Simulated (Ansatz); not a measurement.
# Static equation of state of glassy 77ZrO2-23SiO2 (mol %) (90 atoms)

Density of this cell: 4.45 g/cm³. The cell holds 90 atoms: 23 Zr, 7 Si and 60 O. Cell: a = 10.906 Å, b = 10.601 Å, c = 10.526 Å, α = 88.9°, β = 87.9°, γ = 88.9°. The starting structure: 90 atoms (23 Zr, 7 Si, 60 O) placed at random at 4.39 g/cm³, melted at 4000 K for 10 ps at fixed volume with the Morse and Coulomb pair potential with partial charges (Pedone, Malavasi, Menziani, Cormack and Segre, J. Phys. Chem. B 110, 11780 (2006)). Quenched from 1800 K to 300 K at 50 K/ps and fixed volume, held 10 ps at zero pressure, then minimised at fixed cell.

Calculated with Ansatz 0.2.0: Kohn-Sham DFT, PBE, PAW (set soft_2), plane waves; cutoff 420 eV, Γ point, fermi-dirac smearing of 0.05 eV. Cell and atoms were relaxed first, to V0 = 13.509 Å³ an atom at a residual P0 = 0.012 GPa. The cell was then scaled evenly, and the atoms were relaxed at each volume.

| volume (Å³/atom) | pressure (GPa) |
| --- | --- |
| 12.158 | 7.044 |
| 12.698 | ? |
| 13.103 | 2.148 |
| 13.914 | -2.131 |
| 14.319 | -3.872 |

**Question.** Fit the third-order Birch–Murnaghan equation to the rows given and interpolate to the withheld row.

Worked fit:

Take the Eulerian strain f = ½[(V0/V)^(2/3) − 1] and the normalised pressure F = (P − P0) / [3f(1 + 2f)^(5/2)]. The third-order Birch–Murnaghan equation is then the line F = B0 + (3/2)B0(B′ − 4) f, so u = f and v = F.

| u = f | v = F (GPa) |
| --- | --- |
| 0.0363830 | 54.0531 |
| 0.0102569 | 65.9860 |
| -0.00975646 | 76.9071 |
| -0.0190505 | 74.8816 |

With n = 4: mean u = 0.00445823, mean v = 67.9569, Σ(u − ū)² = 0.0018075, Σ(u − ū)(v − v̄) = -0.74532. Slope b = -0.74532 / 0.0018075 = -412.34; intercept a = v̄ − b ū = 69.795.

So B0 = a = 69.8 GPa and B′ = 4 + 2b/(3a) = 0.0614. At the withheld volume f = 0.02106, F = a + b f = 61.11 GPa, and P = P0 + 3f(1 + 2f)^(5/2) F.

Prediction at 12.698: 4.291 GPa. The run gave 3.900 GPa, so the fit is high by 0.39 GPa (10 % of the value).

The series isn't one smooth equation of state: even a line fitted to all rows, the withheld one included, misses F by up to 7.2 %, the count of bonds changes along the series and an atom moves over 0.5 Å in some relaxation. B0 and B′ are then only the numbers of this fit, not moduli of the material. Among the rows given, the largest miss of the fit is at 14.319, by 0.14 GPa (1.3 % of the range of the table).

Limits: Static cells at zero temperature; the cell shape is held. The program notes that the SCF threshold of these relaxations is loose for the stress. The quench rate of 50 K/ps is many orders above laboratory rates, so the cell is likely richer in defects and strain than a real sample. The network of bonds at the start is that of the classical potential that made the cell, and needn't be the one that DFT or experiment would give. Only the Γ point is sampled, in a cell whose shortest periodic width is 11 Å.

[Hosts, paths, dates, database ids (printed as entryN), source tags and the programs' standing remarks are cut or masked in the printed files.]
